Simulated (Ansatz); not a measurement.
# Work functions of 10 metals against electronegativity: Y, Mg, V, Zr, Hf, Ti, Pd, Rh, Be, Ir (PBEsol, PAW set soft_1)

How far does a number tabulated for the element predict the work function of the metal?

All values are computed: Ansatz 0.2.0, PBEsol, plane waves, PAW set soft_1, scalar-relativistic unless marked; slabs or sheets with vacuum, the vacuum level from the planar mean of the electrostatic potential.

| metal and face | Pauling electronegativity | work function (eV) | line (eV) |
| --- | --- | --- | --- |
| (001) face of hcp Y | 1.22 | 3.30 | 3.91 |
| (001) face of hcp Mg | 1.31 | 3.77 | 4.03 |
| (100) face of bcc V | 1.63 | 3.77 | 4.47 |
| (001) face of hcp Zr | 1.33 | 4.25 | 4.06 |
| (001) face of hcp Hf | 1.3 | 4.41 | 4.02 |
| (001) face of hcp Ti | 1.54 | 4.44 | 4.35 |
| (110) face of fcc Pd | 2.2 | 4.85 | 5.25 |
| (100) face of fcc Rh | 2.28 | 5.22 | 5.36 |
| (001) face of hcp Be | 1.57 | 5.42 | 4.39 |
| (100) face of fcc Ir | 2.2 | 5.68 | 5.25 |

A least-squares line gives work function = 1.37 × electronegativity + 2.24 eV, with correlation 0.73. The line misses the rows by 0.42 eV on average, and their plain mean by 0.63 eV, so the line does better. Both numbers measure how tightly the outermost electrons are held, so they rise together. The largest miss is Be, 1.03 eV above the line; the surface dipole and the bulk Fermi level, which such a number can't hold, differ with face and density.

**Worked step.** For Ti: 1.37 × 1.54 + 2.24 = 4.35 eV, against 4.44 eV computed.

One face a metal, thin 1×1 slabs on database lattices.
